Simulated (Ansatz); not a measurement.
# What Be2Sn (model cell, started as antifluorite) distorts into

Wanted: the energy along a soft mode of Be2Sn (model cell, started as antifluorite) and the structure at the end.

Calculated with Ansatz 0.2.0; DFT PBEsol, scalar-relativistic, plane waves, PAW.

Most raw output is cut from this account.

The structure was built from a prototype and need not be the compound's stable phase.

### 1. Starting point

It takes space group Fm-3m (No. 225, cubic). The conventional cell has a = 5.761 Å, b = 5.761 Å, c = 5.761 Å, α = 90.00°, β = 90.00°, γ = 90.00°. Nearest to Sn lie 8 Be at 2.49 Å. Nearest to Be lie 4 Sn at 2.49 Å. Farther neighbours are not listed.

### 2. Phonons on a q mesh

The cell comes from relaxations at this level that are not shown. Stability and thermal properties need the whole zone. Linear response on a 4×4×4 q mesh gives force constants as far as a supercell of that size would.

input.yaml reads:

```yaml
crystal:
  lattice:
    - [0.0, 2.8806534513, 2.8806534513]
    - [2.8806534513, 0.0, 2.8806534513]
    - [2.8806534513, 2.8806534513, 0.0]
  atoms:
    - { symbol: Sn, position: [0.0, 0.0, 0.0] }
    - { symbol: Be, position: [0.25, 0.25, 0.25] }
    - { symbol: Be, position: [0.75, 0.75, 0.75] }
kpoints:
  mp_grid: { grid: [12, 12, 12] }
hamiltonian:
  xc: pbesol
scf:
  occupations: { method: methfessel_paxton, width: 0.15 }
output:
  eigenvalues: true
phonons:
  method: dfpt
  qmesh: [4, 4, 4]
  temperatures: { t_max: 1000, t_step: 50 }
  qpath:
    path:
      - [[0.0, 0.0, 0.0], [0.5, 0.0, 0.5], [0.625, 0.25, 0.625]]
      - [[0.375, 0.375, 0.75], [0.0, 0.0, 0.0], [0.5, 0.5, 0.5], [0.5, 0.25, 0.75], [0.5, 0.0, 0.5]]
    npoints: 10
```

Command:

```
ansatz run input.yaml --threads 4 --pin off --max-ram 7168MiB --backend cpu --events-out ev --progress --plain --runs-dir out
```

Elapsed: 3.9 min, on 4 threads of Arm Neoverse V2, shared host; peak memory 2.6 GiB; 15 min of CPU time.

Numbers from this step:

* volume per atom: 15.94 Å³
* gap on the k-mesh: 0 eV
* sum-rule residual before enforcement: 1.55e-4 eV/Å²
* lowest frequency on the path: -116.1 cm⁻¹
* point group: m-3m
* highest frequency on the path or at a solved wavevector: 457.8 cm⁻¹
* highest optical mode at the zone centre (no LO-TO term): 357.7 cm⁻¹
* lowest optical zone-centre mode: 297.4 cm⁻¹
* lowest mode on the q mesh (acoustic modes at Γ apart): -116.1 cm⁻¹

Frequencies (cm⁻¹) solved at each irreducible wavevector; negative means imaginary. Frequencies by wavevector, by row:

```
q in reciprocal lattice units  star  mode 1  mode 2  mode 3  mode 4  mode 5  mode 6  mode 7  mode 8  mode 9
                        0 0 0     1       0       0       0   297.4   297.4   297.4   357.7   357.7   357.7
                     0 0 0.25     8   -32.3   -32.3   108.9     294     294   337.2   361.4   361.4   417.5
                     0 0 -0.5     4   -68.5   -68.5   137.6   330.9   330.9   361.3   361.3     380   457.8
                  0 0.25 0.25     6   -48.5   -48.5   113.8   293.9   293.9   366.6   371.2   371.2   401.3
                  0 0.25 -0.5    24   -78.8    81.9   121.6   327.4   333.1   361.5   372.4   388.1   397.5
                 0 0.25 -0.25    12     -23    95.5   100.1   309.9   346.8   360.3   365.4   373.4   393.9
                  0 -0.5 -0.5     3  -116.1  -116.1   161.5   346.1   346.1   348.1   348.1   395.1   432.2
              0.25 -0.5 -0.25     6    58.5   104.7   104.7   314.9   353.5   353.5   374.3   381.2   389.6
```

Interpolated from a 4×4×4 q mesh. Phonon branches along the path, in cm⁻¹:

```
    point  branch 1  branch 2  branch 3  branch 4  branch 5  branch 6  branch 7  branch 8  branch 9
        Γ         0         0         0       297       297       297       358       358       358
  halfway       -48       -48       114       294       294       367       371       371       401
        X      -116      -116       162       346       346       348       348       395       432
  halfway      -108       -85       156       342       345       350       354       393       420
        U       -87        75       141       332       340       355       371       387       395
jump to K       -87        75       141       332       340       355       371       387       395
  halfway        18        77        82       296       318       340       362       392       393
        Γ         0         0         0       297       297       297       358       358       358
  halfway       -32       -32       109       294       294       337       361       361       418
        L       -68       -68       138       331       331       361       361       380       458
  halfway       -39        70       125       330       347       352       374       379       404
        W        58       105       105       315       354       354       374       381       390
  halfway       -80       -70       149       335       350       351       357       391       410
        X      -116      -116       162       346       346       348       348       395       432
```

Symmetry leaves 8 wavevectors to solve. The lowest mode among them, the acoustic zeros apart, lies at q = (0, -0.5, -0.5) and is imaginary, 116.1i cm⁻¹, so the energy falls along it.

### 3. The mode frozen in, largest atomic shift 0 Å

The mode followed lies at q = (0, -0.5, -0.5) with frequency 116.1i cm⁻¹ and is 2-fold degenerate, the softest among the wavevectors solved. At small amplitude the distorted cell has space group no. 59 by a symmetry search on the positions. The undistorted cell that holds it gives the zero of energy on the same k mesh.

System of this step: Be2Sn (model cell, started as antifluorite). The structure is cubic, space group Fm-3m (No. 225). Conventional cell: a = 5.761 Å, b = 5.761 Å, c = 5.761 Å, α = 90.00°, β = 90.00°, γ = 90.00°. Nearest to Sn lie 8 Be at 2.49 Å. Nearest to Be lie 4 Sn at 2.49 Å. Farther neighbours are not listed.

input.yaml reads:

```yaml
crystal:
  lattice:
    - [0.0, -2.8806534513, -2.8806534513]
    - [0.0, 2.8806534513, -2.8806534513]
    - [5.7613069026, 0.0, 0.0]
  atoms:
    - { symbol: Sn, position: [0.5, 0.5, 0.5] }
    - { symbol: Sn, position: [0.0, 0.0, 0.0] }
    - { symbol: Be, position: [0.0, 0.5, 0.75] }
    - { symbol: Be, position: [0.5, 0.0, 0.25] }
    - { symbol: Be, position: [0.0, 0.5, 0.25] }
    - { symbol: Be, position: [0.5, 0.0, 0.75] }
kpoints:
  mp_grid: { grid: [8, 8, 6] }
hamiltonian:
  xc: pbesol
scf:
  occupations: { method: methfessel_paxton, width: 0.15 }
output:
  forces: true
  stress: true
  eigenvalues: true
```

Elapsed: 2.3 s, on 4 threads; peak memory 0.44 GiB.

Numbers from this step:

```yaml
pressure: -0.05678 GPa
energy_from_the_undistorted_cell: 0 meV/atom
```

The run ends at a pressure of -0.06 GPa.

### 4. The mode frozen in, largest atomic shift 0.32 Å

The atoms are moved along the unstable eigenvector, the largest shift by 0.32 Å, with the cell fixed.

input.yaml, the sections that differ from step 3:

```yaml
crystal:
  lattice:
    - [0.0, -2.8806534513, -2.8806534513]
    - [0.0, 2.8806534513, -2.8806534513]
    - [5.7613069026, 0.0, 0.0]
  atoms:
    - { symbol: Sn, position: [0.4464046648, 0.5, 0.5] }
    - { symbol: Sn, position: [0.0535953352, 0.0, 0.0] }
    - { symbol: Be, position: [-0.0785495978, 0.5, 0.75] }
    - { symbol: Be, position: [0.5785495978, 0.0, 0.25] }
    - { symbol: Be, position: [-0.0785495978, 0.5, 0.25] }
    - { symbol: Be, position: [0.5785495978, 0.0, 0.75] }
# kpoints, hamiltonian, scf, output: as in step 3
```

Wall time 3.9 s (4 threads); peak memory 0.49 GiB.

Numbers from this step:

| Quantity | Value |
| --- | --- |
| pressure | -0.5513 GPa |
| energy from the undistorted cell | -36.06 meV/atom |

The energy, extrapolated to zero smearing, is -36.06 meV/atom against the undistorted cell.

The run ends at a pressure of -0.55 GPa, with forces up to 0.89 eV/Å.

### 5. Energy along the mode, all amplitudes (two of the runs are shown above)

An imaginary frequency means negative curvature, so the energy should fall and then rise again as anharmonic terms take over.

This step gave:

```
depth at the lowest point sampled  : 36.06 meV/atom
largest atomic shift at that point : 0.32 Å
```

The energy from the parent by largest atomic shift:

```
largest atomic shift (Å)  energy from the parent (meV/atom)
                   0.000                                  0
                   0.040                             -0.953
                   0.080                              -3.80
                   0.140                              -11.0
                   0.220                              -23.1
                   0.320                              -36.1
                   0.450                              -34.0
                   0.600                               12.6
```

Displacement at unit largest shift by atom:

```
atom  x (Å)   y (Å)   z (Å)   size
 Sn1  0.000   0.482   0.482  0.682
 Sn2  0.000  -0.482  -0.482  0.682
 Be3  0.000   0.707   0.707  1.000
 Be4  0.000  -0.707  -0.707  1.000
 Be5  0.000   0.707   0.707  1.000
 Be6  0.000  -0.707  -0.707  1.000
```

The lowest of the steps tried is at 0.32 Å, 36.1 meV/atom below the parent; the bottom of the well need not coincide with a step.

### 6. Relaxing from the distorted cell

Starting from the lowest point found, all atoms and the cell are let go, so that strain and other modes of the same symmetry can join in.

Edit input.yaml of step 4 so:

```diff
@@ -22 +22,6 @@
   eigenvalues: true
+relax:
+  adjacent_minimum: "off"
+  f_tol: 0.002
+  max_steps: 120
+  cell: { stress_tol: 0.03 }
```

The job ended after 29 s (4 threads; peak memory 0.53 GiB; 1.8 min of CPU time).

The steps of the relaxation:

```
step  energy less that of the first step (eV)  largest force component (eV/Å)  pressure (GPa)  volume (Å³)
   1                                   0.0000                          0.6283           -0.55        95.62
   2                                  -0.2547                          0.2645            0.41        91.60
   3                                  -0.3578                          0.1578            0.39        89.90
   4                                  -0.3687                          0.0332            0.10        89.97
   5                                  -0.3698                          0.0141           -0.03        90.22
   6                                  -0.3699                          0.0017           -0.01        90.17
   7                                  -0.3699                          0.0005            0.00        90.18
  8*                                  -0.3701                          0.0004            0.00        90.18
```

Relaxation steps marked * repeat the geometry before them on a plane-wave basis chosen anew for their cell, so energy and pressure can jump there.

Forces are held to the 8 operations that the run works with; a distortion that breaks them can't arise in this run.

```
     cell as run  before  after   change
           a (Å)   4.074  4.393   +7.8 %
           b (Å)   4.074  3.986   -2.2 %
           c (Å)   5.761  5.150  -10.6 %
volume (Å³/atom)   15.94  15.03   -5.7 %
```

The atoms that moved most (Å, as changes of fractional coordinates times the final cell):

```
atom      dx      dy      dz  length
 Sn2   0.000  -0.151  -0.151   0.213
 Sn1   0.000   0.151   0.151   0.213
 Be3   0.013   0.101   0.101   0.143
 Be6  -0.013  -0.101  -0.101   0.143
 Be4   0.013  -0.101  -0.101   0.143
 Be5  -0.013   0.101   0.101   0.143
```

Final coordinates:

```cif
data_structure
_symmetry_space_group_name_H-M 'P 1'
_symmetry_Int_Tables_number 1
_cell_length_a 4.3931
_cell_length_b 3.9858
_cell_length_c 5.1500
_cell_angle_alpha 90.000
_cell_angle_beta 90.000
_cell_angle_gamma 90.000
_cell_volume 90.18
loop_
_atom_site_label
_atom_site_type_symbol
_atom_site_fract_x
_atom_site_fract_y
_atom_site_fract_z
_atom_site_occupancy
Sn1 Sn 0.39785 0.50000 0.50000 1
Sn2 Sn 0.10215 0.00000 0.00000 1
Be3 Be 0.88894 0.50000 0.75250 1
Be4 Be 0.61106 0.00000 0.25250 1
Be5 Be 0.88894 0.50000 0.24750 1
Be6 Be 0.61106 0.00000 0.74750 1
```

This step gave:

```
pressure        : -0.001490 GPa
volume per atom : 15.03 Å³
```

The distorted start has space group Pmmn; the relaxation ends in Pmmn.

### 7. The new phase in its own primitive cell

The relaxed structure is symmetrised, reduced to its primitive cell and relaxed tightly, as its phonons need.

input.yaml reads:

```yaml
crystal:
  lattice:
    - [3.9857858804, 0.0, 0.0]
    - [0.0, 5.150017326, 0.0]
    - [0.0, 0.0, 4.3930766977]
  atoms:
    - { symbol: Sn, position: [0.5, 0.5, 0.1478454674] }
    - { symbol: Sn, position: [0.0, 0.0, 0.8521545326] }
    - { symbol: Be, position: [0.5, 0.2475044113, 0.6389353469] }
    - { symbol: Be, position: [0.0, 0.7475044113, 0.3610646531] }
    - { symbol: Be, position: [0.5, 0.7524955887, 0.6389353469] }
    - { symbol: Be, position: [0.0, 0.2524955887, 0.3610646531] }
kpoints:
  mp_grid: { grid: [8, 6, 8] }
hamiltonian:
  xc: pbesol
scf:
  occupations: { method: methfessel_paxton, width: 0.15 }
output:
  forces: true
  stress: true
  eigenvalues: true
relax:
  adjacent_minimum: "off"
  f_tol: 0.001
  max_steps: 60
  cell: { stress_tol: 0.01 }
```

Run time: 11 s. Hardware: 4 threads; peak memory 0.51 GiB.

Little changed from the start: no atom moved by 0.005 Å and no cell edge by 0.1 %.

This step gave:

```
pressure : -0.001442 GPa
```

The largest force component left is 0.68 meV/Å and the pressure is -0.001 GPa, within the tolerances set. The cell now holds 15.03 Å³/atom.

### 8. Modes of the new phase, k-mesh 8×6×8

A relaxed structure may still be a saddle point, so its zone-centre modes are computed. No field response is asked, since the mesh shows no gap.

input.yaml reads:

```yaml
crystal:
  lattice:
    - [3.9855133065, 0.0, 0.0]
    - [0.0, 5.1482692801, 0.0]
    - [0.0, 0.0, 4.3943232762]
  atoms:
    - { symbol: Sn, position: [0.5, 0.5, 0.1478187905] }
    - { symbol: Sn, position: [0.0, 0.0, 0.8521812095] }
    - { symbol: Be, position: [0.5, 0.2475463748, 0.6389144646] }
    - { symbol: Be, position: [0.0, 0.7475463748, 0.3610855354] }
    - { symbol: Be, position: [0.5, 0.7524536252, 0.6389144646] }
    - { symbol: Be, position: [0.0, 0.2524536252, 0.3610855354] }
kpoints:
  mp_grid: { grid: [8, 6, 8] }
hamiltonian:
  xc: pbesol
scf:
  occupations: { method: methfessel_paxton, width: 0.15 }
output:
  eigenvalues: true
phonons:
  method: dfpt
```

It took 51 s on 4 threads; peak memory 1.3 GiB; 3.2 min of CPU time.

This step gave:

* sum-rule residual before enforcement: 4.94e-5 eV/Å²
* point group: mmm
* highest optical mode at the zone centre (no LO-TO term): 487.9 cm⁻¹
* lowest optical zone-centre mode: 97.63 cm⁻¹

Patterns of degenerate modes are one choice out of their space. The modes at Γ (shares of kinetic energy by element, %):

```
mode  frequency (cm⁻¹)  symmetry  Sn %  Be %
   1               0.0  acoustic    87    13
   2               0.0  acoustic    87    13
   3               0.0  acoustic    87    13
   4              97.6       B2g    96     4
   5             117.6        Ag    92     8
   6             140.0       B3g    99     1
   7             221.9       B2u     8    92
   8             240.8       B3g     1    99
   9             285.6        Au     0   100
  10             312.6       B3u    13    87
  11             315.4       B1u     6    94
  12             328.2        Ag     5    95
  13             372.9       B2u     6    94
  14             455.8       B1g     0   100
  15             463.1        Ag     3    97
  16             469.2       B2g     4    96
  17             484.4       B3g     0   100
  18             487.9       B1u     8    92
```

Displacements in mode 4 (97.6 cm⁻¹), the largest set to 1:
```
Sn1 -1.00  0.00  0.00
Sn2  1.00  0.00  0.00
Be3  0.51  0.00  0.00
Be4 -0.51  0.00  0.00
Be5  0.51  0.00  0.00
Be6 -0.51  0.00  0.00
```

Displacements in mode 15 (463.1 cm⁻¹), the largest set to 1:
```
Sn1  0.00  0.00 -0.07
Sn2  0.00  0.00  0.07
Be3  0.00 -0.33  1.00
Be4  0.00 -0.33 -1.00
Be5  0.00  0.33  1.00
Be6  0.00  0.33 -1.00
```

Before it was imposed, the acoustic sum rule was missed by 4.9e-5 eV/Å². Small misses are needed for a sound result but don't prove that mesh and cutoff are converged. The lowest optical mode is real, 97.6 cm⁻¹.

### 9. Outcome

```
unstable mode of the parent                                                      : q = (0, -0.5, -0.5), 116i cm⁻¹
depth at the lowest point sampled                                                : 36.1 meV/atom
largest atomic shift at that point                                               : 0.32 Å
space group reached (within 0.01 Å)                                              : Pmmn
energy gained over the parent (first relaxation, on the mesh of the frozen mode) : 97.8 meV/atom
volume per atom, phase reached                                                   : 15.0 Å³
lowest optical zone-centre mode, phase reached                                   : 97.6 cm⁻¹
highest optical mode at the zone centre (no LO-TO term), phase reached           : 488 cm⁻¹
```

What this shows: Along this mode the structure falls into Pmmn, 97.8 meV/atom below the parent. At the parent's cell the well is 36.06 meV/atom deep on the steps tried, with its lowest point at a shift of 0.32 Å. Relaxing atoms and cell changes the gain by +61.74 meV/atom against the lowest step (energies at zero smearing). Most of the total comes from this relaxation. The new phase has no imaginary mode at the zone centre of its cell; other wavevectors were not checked. Of the 4 patterns followed to their end from this parent, this one reaches the lowest energy. Each path keeps the symmetry of its pattern, so a lower phase may lie along a pattern not tried. With no gap, or one that is small against the smearing, the frequencies hang on the k mesh and the smearing, most of all near Kohn anomalies. Spin-orbit coupling is left out, which can matter for the heavy elements here. A phonon run warned that its eigensolver left some bands unconverged in a pass. The starting cell was built on a prototype and not taken from a measurement, so the phase need not exist.

[Logs are printed without paths, hosts, clocks, repeated set-up lines and the standing remarks that a program may print on its own settings, such as how far it seeks lower states.]

[Hosts, paths, dates, database ids (printed as entryN), source tags and the programs' standing remarks are cut or masked in the printed files.]
